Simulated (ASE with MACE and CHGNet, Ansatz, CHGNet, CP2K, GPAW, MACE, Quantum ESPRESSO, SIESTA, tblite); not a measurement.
**Machine-learned potentials on random packing of 70AlN-30Al2O3 (mol %) (78 atoms): settings against a plane-wave reference**

How do the settings of machine-learned potentials change the result for random packing of 70AlN-30Al2O3 (mol %) (78 atoms)? A plane-wave run serves as the yardstick.

Program: ASE with MACE and CHGNet. Level of theory: the method is named at each step. Results are calculated unless marked as measured.

## (1) The structure

The cell holds 78 atoms: 35 Al, 19 N and 24 O. Its edges and angles: a = 9.322 Å, b = 9.322 Å, c = 9.322 Å, α = 90.0°, β = 90.0°, γ = 90.0°. 78 atoms (35 Al, 19 N, 24 O) packed at random in a cube at 3.27 g/cm³ and pushed apart as soft spheres, cations and anions kept from their own kind; a start for melting by ab initio MD, not an equilibrated structure. Then every atom was moved at random, 0.05 Å r.m.s. a Cartesian component.

The yardstick, on the same geometry:

- method: Kohn-Sham DFT, PBE, SSSP efficiency 1.3.0 pseudopotentials, plane waves (Quantum ESPRESSO 7.5); sssp-pbe-1.3.0-efficiency, cutoffs 60/480 Ry, Γ point
- r.m.s. force component: 2.024 eV/Å
- longest force: 5.888 eV/Å
- pressure: 10.62 GPa
- time: 12 min on 2 MPI ranks of Intel Xeon at 2.30GHz, shared host
- CPU time: 25 min

## (2) MACE MP-0b2 small potential

Method: machine-learned interatomic potential MACE MP-0b2 small, trained on PBE(+U) plane-wave data.

Contents of run.py:

```python
import numpy as np
from ase.io import read
import mlip  # loads the published weights by name

atoms = read("structure.xyz")
atoms.calc = mlip.calc("mace-mp-0b2-small")
energy = atoms.get_potential_energy()
forces = atoms.get_forces()
print(f"energy {energy:.6f} eV")
print("forces (eV/A)")
for i, (a, f) in enumerate(zip(atoms, forces)):
    print(f"{i:4d} {a.symbol:2s} {f[0]:10.5f} {f[1]:10.5f} {f[2]:10.5f}")
stress = -atoms.get_stress(voigt=False) * 160.21766
print("stress (GPa, compression positive)")
for row in stress:
    print(" ".join(f"{x:10.4f}" for x in row))
```

Contents of structure.xyz:

```xyz
78
Lattice="9.32240 0.00000 0.00000 0.00000 9.32240 0.00000 0.00000 0.00000 9.32240" Properties=species:S:1:pos:R:3 pbc="T T T"
Al 7.01613 1.52486 3.12925
Al 9.29676 0.84004 5.48176
Al 1.92125 5.73896 6.96038
Al 9.04944 7.60838 3.50261
Al 8.32528 2.80958 7.07915
Al 3.77818 1.81768 1.02099
Al 8.92918 5.24646 4.18175
Al 5.00026 4.46040 0.91341
Al 7.38148 3.09830 0.02685
Al 1.09986 8.54379 0.77749
Al 1.99453 6.17423 0.32237
Al 0.71587 3.09289 5.35507
Al 6.25347 8.12680 2.69222
Al 4.21717 4.14893 5.00939
Al 7.43722 8.46959 5.36933
Al 2.12448 2.73072 7.23950
Al 6.98742 5.70139 0.45176
Al 0.71755 1.72595 0.49893
Al 8.97794 5.62439 8.05679
Al 4.76794 2.96807 8.18647
Al 2.77164 3.87858 0.11233
Al 2.63964 7.54928 2.30506
Al 4.84345 0.20379 4.32746
Al 1.57427 9.01653 3.90180
Al 6.12333 1.35296 0.87612
Al 0.64362 2.98224 2.97524
Al 2.16951 9.24474 8.18320
Al 4.54542 5.92513 8.21825
Al 9.00684 0.36451 8.03693
Al 8.10163 7.77087 1.24426
Al 7.56755 7.53446 8.22217
Al 4.77689 0.71037 7.14851
Al 4.57115 7.75847 5.98237
Al 6.12286 5.97939 4.54029
Al 6.05825 4.59221 6.67819
N 6.19716 0.70543 5.52473
N 0.60316 3.84633 7.02378
N 7.27716 4.57860 8.12988
N 5.82277 7.81236 4.58979
N 0.75903 1.39733 7.00821
N 0.08297 7.50658 8.51909
N 2.30739 1.83167 8.92182
N 7.73927 4.34629 5.76348
N 3.42729 4.18995 7.33915
N 6.21431 7.93420 6.96271
N 1.12158 5.60957 2.97925
N 3.50737 7.24873 9.10798
N 4.62251 2.52926 5.83144
N 5.90061 6.92151 8.98176
N 0.45102 8.46138 6.32534
N 4.21596 5.73262 5.91814
N 6.96122 3.74220 2.24838
N 4.10558 6.88245 3.18537
N 0.30083 9.03499 2.49150
O 5.34080 8.89087 1.35855
O 6.00325 3.98700 4.19051
[... 18 atom lines left out ...]
O 4.41649 0.83613 8.93431
O 3.33639 5.51578 1.37095
O 3.67442 3.20430 3.07770
O 6.60250 2.56841 6.96113
```

On the command line:

```bash
OMP_NUM_THREADS=1 python run.py > output.txt
```

The program printed:

```text
energy -437.004833 eV
forces (eV/A)
   0 Al   -0.63307    3.51092    1.70742
   1 Al    0.03013   -2.05997   -1.95373
   2 Al    2.14678    0.76191   -3.26789
   3 Al   -0.69407   -1.55114    0.00837
   4 Al    0.03059    1.67718    0.59101
   5 Al   -3.11645   -1.81120    1.36480
   6 Al   -0.86762   -0.64717    1.23796
   7 Al   -0.17908   -0.07182    5.84864
   8 Al    1.34318    1.77677    0.82251
   9 Al   -0.68980    0.65109    1.56832
  10 Al   -0.57804    0.61506    0.47811
  11 Al    1.62595    1.95670   -1.66258
  12 Al   -2.97545   -2.45385   -0.70710
  13 Al   -1.38546   -3.10741   -4.22301
  14 Al   -1.88293    0.02858    2.25532
  15 Al    1.07954   -2.52502    0.75791
  16 Al    0.17869   -1.39303    2.61347
  17 Al    0.36749    3.23822    1.51981
  18 Al    0.33490   -2.50222   -2.00532
  19 Al    0.62947   -0.28723   -2.02873
  20 Al   -1.93098   -0.87279    1.26858
  21 Al    3.49464   -1.09955    0.34498
  22 Al   -2.01074    2.00572   -0.09123
  23 Al    3.40597    3.20164    1.18225
[...]
70 O     0.28751   -2.76349   -2.39124
  71 O    -2.03999   -4.79708    0.74081
  72 O    -1.05358   -1.17614    0.57945
  73 O    -1.58697   -1.92226    1.49495
  74 O     3.90673    1.15513   -1.73613
  75 O     0.86757   -2.02632   -1.03370
  76 O     2.03426    0.30205    0.08080
  77 O    -2.54319    1.29387    1.17795
stress (GPa, compression positive)
    2.5396     0.5690    -0.9967
    0.5690     9.1101    -0.3238
   -0.9967    -0.3238    11.7721
```

Wall time 9 s (1 thread of Intel Xeon at 2.30GHz, shared host); peak memory 0.66 GiB.

Banners, paths, timers and routine set-up lines are dropped from the logs unmarked, and long logs keep their key lines alone; longer cuts are marked.

Numbers from this run, and their distance from the reference:

```yaml
r_m_s_force_component: 1.967 eV/Å
r_m_s_difference_of_force_components: 520.4 meV/Å
longest_difference_of_force_vectors: 1978 meV/Å
force_difference_over_r_m_s_force: 25.71 %
slope_of_forces_against_the_reference_s: 0.939
correlation_of_force_components: 0.9664
pressure: 7.807 GPa
pressure_difference: -2.812 GPa
```

Length of the force difference by element (eV/Å):

```
element  atoms  mean  most
     Al     35  0.81   2.0
      N     19  0.92   1.8
      O     24  0.80   1.3
```

A closer look about Al31, which bears the longest force: 10 atoms, nearest first, numbered in the order of the input, with positions taken from that point.

```
atom      x      y      z  distance (Å)     Fx     Fy  Fz (eV/Å)
Al31   0.00   0.00   0.00          0.00  -4.33   2.62      -3.18
 N41   1.84  -0.03   0.30          1.86  -1.31   0.40       0.70
 N45  -1.35   0.40  -1.26          1.89  -0.01   0.20      -0.44
 N49  -1.67  -0.61   0.76          1.93   2.54  -0.68       0.31
Al19   1.41  -1.91  -0.17          2.38   0.33  -2.50      -2.01
Al30   0.53   0.24   2.34          2.42   1.77   0.77       0.06
Al17  -0.58  -1.83   1.55          2.47   0.18  -1.39       2.61
 O62  -0.25   2.57  -0.19          2.59   0.32   0.31      -0.26
Al29   1.44   2.15  -0.19          2.60  -1.41  -2.56      -0.71
 O61   0.89   1.93   1.54          2.62   1.78   0.18       1.73
```

Atoms are counted from 1 here, from 0 in the log.

Forces lie 26 % from the reference's, at 0.0057 times its CPU time (on 1 against 2 cores).

## (3) MACE MP-0b3 medium potential

Method: machine-learned interatomic potential MACE MP-0b3 medium, trained on PBE(+U) plane-wave data.

Edit run.py of step 2 so:

```diff
@@ -5,3 +5,3 @@
 atoms = read("structure.xyz")
-atoms.calc = mlip.calc("mace-mp-0b2-small")
+atoms.calc = mlip.calc("mace-mp-0b3-medium")
 energy = atoms.get_potential_energy()
```

structure.xyz is that of step 2.

The program printed:

```text
energy -430.257838 eV
forces (eV/A)
   0 Al   -0.31948    4.24620    1.97392
   1 Al   -0.37142   -2.20096   -1.38075
   2 Al    1.80661    0.96512   -2.96981
   3 Al   -0.37707   -1.97622   -0.57104
   4 Al   -0.14663    2.11520    0.28750
   5 Al   -2.65392   -0.92638    1.13608
   6 Al   -1.10794   -0.15637    1.09419
   7 Al   -0.20048    0.49984    5.09286
   8 Al    1.47661    2.49598    1.24873
   9 Al   -1.15019    0.33843    1.89660
  10 Al   -1.73983    0.29840   -0.13357
  11 Al    1.12263    1.75377   -1.80879
  12 Al   -2.62987   -2.31364   -0.84445
  13 Al   -0.88025   -3.01896   -3.87189
  14 Al   -1.69945   -0.29487    2.04848
  15 Al    1.07389   -2.85232    1.43780
  16 Al   -0.35912   -1.56164    3.22408
  17 Al   -0.36205    3.52914    1.29948
  18 Al    1.04101   -2.54734   -1.70713
  19 Al    1.26635   -0.55426   -1.25951
  20 Al   -1.88928   -0.70836    1.45989
  21 Al    3.08404   -2.12411   -0.15545
  22 Al   -2.38588    2.04185   -0.04903
  23 Al    3.33283    3.29949    1.93755
[...]
70 O     0.77466   -2.31208   -1.79267
  71 O    -2.04245   -4.32660    1.18728
  72 O    -1.38802   -1.70780    0.17139
  73 O    -1.28565   -1.61653    1.52546
  74 O     4.11510    1.36015   -1.76251
  75 O     1.33006   -1.99297   -0.94200
  76 O     1.48591    0.24665   -0.01234
  77 O    -2.96222    1.50526    1.38437
stress (GPa, compression positive)
    5.5643     0.1245    -1.0805
    0.1245    10.0456     0.3740
   -1.0805     0.3740    12.0712
```

Run time: 9.3 s. Hardware: 1 thread; peak memory 1.2 GiB.

Against the reference:

```
r.m.s. force component                  : 1.988 eV/Å
r.m.s. difference of force components   : 508.4 meV/Å
longest difference of force vectors     : 1658 meV/Å
force difference over r.m.s. force      : 25.12 %
slope of forces against the reference's : 0.9508
correlation of force components         : 0.968
pressure                                : 9.227 GPa
pressure difference                     : -1.392 GPa
```

Against the first run (26 %), the force difference from the reference is 25 %, at 1.2 times the CPU time.

## (4) CHGNet r2SCAN potential

Method: machine-learned interatomic potential CHGNet r2SCAN, trained on r2SCAN plane-wave data.

Edit run.py of step 3 so:

```diff
@@ -5,3 +5,3 @@
 atoms = read("structure.xyz")
-atoms.calc = mlip.calc("mace-mp-0b3-medium")
+atoms.calc = mlip.calc("chgnet-r2scan")
 energy = atoms.get_potential_energy()
```

structure.xyz is that of step 3.

The program printed:

```text
CHGNet vr2scan initialized with 412,525 parameters
CHGNet will run on cpu
energy -611.803284 eV
forces (eV/A)
   0 Al   -0.12938    2.92657    2.55157
   1 Al   -0.10351   -3.01286   -1.25009
   2 Al    1.79569    0.36188   -3.46568
   3 Al    0.10615   -1.44457   -0.57129
   4 Al   -0.84862    1.82724    0.49352
   5 Al   -3.38672   -2.93303    0.81082
   6 Al   -1.26472   -0.02815    0.12873
   7 Al   -0.24907    1.76594    5.64870
   8 Al    2.54015    2.78564    0.43108
   9 Al   -1.71058    1.16954    1.56621
  10 Al   -0.98656   -0.67894    0.30767
  11 Al    0.59594    2.19736   -2.07339
  12 Al   -3.75906   -1.49725   -0.41380
  13 Al   -0.30604   -2.19197   -3.23666
  14 Al   -1.85916    0.82367    1.57757
  15 Al    1.30225   -2.40178    0.98670
  16 Al    0.83611   -1.09263    2.89964
  17 Al   -0.25655    3.10367    0.43478
  18 Al    0.57397   -1.20402   -0.75830
  19 Al    0.67090   -0.37213   -3.14104
  20 Al   -2.58575   -0.24644    2.38411
  21 Al    3.03111   -1.16829    0.03313
  22 Al   -2.07375    1.74003   -0.09683
  23 Al    3.82363    3.62227    1.77408
[...]
70 O     1.17212   -3.03912   -1.77933
  71 O    -2.29642   -5.53198    0.70887
  72 O    -1.26907   -2.24852    0.01340
  73 O    -2.04488   -2.35857    1.03940
  74 O     4.08578    2.28854   -2.07075
  75 O     1.43559   -1.93109   -2.24200
  76 O     1.82902    0.33376   -0.74149
  77 O    -2.40168    2.59712    0.84026
stress (GPa, compression positive)
   -5.8465    -0.6192     0.4127
   -0.6192    -1.3430    -0.0558
    0.4127    -0.0558     1.1263
```

Elapsed: 4.7 s, on 1 thread; peak memory 1.6 GiB.

Compared with the plane-wave run:

| Item | Value |
| --- | --- |
| r.m.s. force component | 2.182 eV/Å |
| r.m.s. difference of force components | 713.3 meV/Å |
| longest difference of force vectors | 2182 meV/Å |
| force difference over r.m.s. force | 35.24 % |
| slope of forces against the reference's | 1.019 |
| correlation of force components | 0.9453 |
| pressure | -2.021 GPa |
| pressure difference | -12.64 GPa |

Against the first run (26 %), the force difference from the reference is 35 %, at 0.66 times the CPU time; this potential was trained at another functional than the reference's, which explains only part of so large a difference.

## (5) Side by side

Differences are against the plane-wave reference, forces as r.m.s. over components; share is that over the reference's r.m.s. force, slope the least-squares factor from reference forces to these. Total energies of different programs have different zeros and aren't compared.

```
                         run  Δ force, r.m.s. (meV/Å)  share (%)  slope  Δ pressure (GPa)  cores  CPU time  memory (GiB)
                   reference                        -          -      -                 -      2    25 min           2.8
 MACE MP-0b2 small potential                      520       25.7  0.939             -2.81      1     8.4 s          0.66
MACE MP-0b3 medium potential                      508       25.1  0.951             -1.39      1      10 s           1.2
     CHGNet r2SCAN potential                      713       35.2  1.019             -12.6      1     5.6 s           1.6
```

Times of the machine-learned potentials are mostly Python's start and the loading of weights.

CPU time is summed over cores on a shared host, where runs went side by side, so it is rough. Symmetry, cutoffs, thresholds, outputs and thread counts weren't matched or tuned between programs; memory under MPI is the largest rank's times the ranks.

## (6) Results

- nearest in forces: MACE MP-0b3 medium potential, 25 %
- its CPU time: 10 s

**Reading.** Machine-learned potentials differ by 25 % (MACE MP-0b3 medium potential) to 35 % (CHGNet r2SCAN potential); they were trained on other programs' data, some at another functional. The reference's pressure holds the uncorrected Pulay stress of its 60 Ry basis, so small pressure differences, and their order, may be the reference's own error. Machine-learned potentials mimic data converged in k, so the reference's own k-point error enters their differences. The reference's stress is far from hydrostatic: its diagonal is 7.8, 11.3, 12.7 GPa, compression counted positive. The reference's pressure of 11 GPa belongs to a cell and atoms that aren't relaxed at this level. The electronic-structure runs sample only Γ, in a cell whose shortest periodic width is 9 Å, which is coarse for a cell with partly filled levels.

[Also dropped from logs without a mark: logging warnings of Python, and SIESTA's first energy breakdown and zero terms.]

[Logs are printed without paths, hosts, clocks, repeated set-up lines and the standing remarks that a program may print on its own settings, such as how far it seeks lower states.]

[Hosts, paths, dates, database ids (printed as entryN), source tags and the programs' standing remarks are cut or masked in the printed files.]
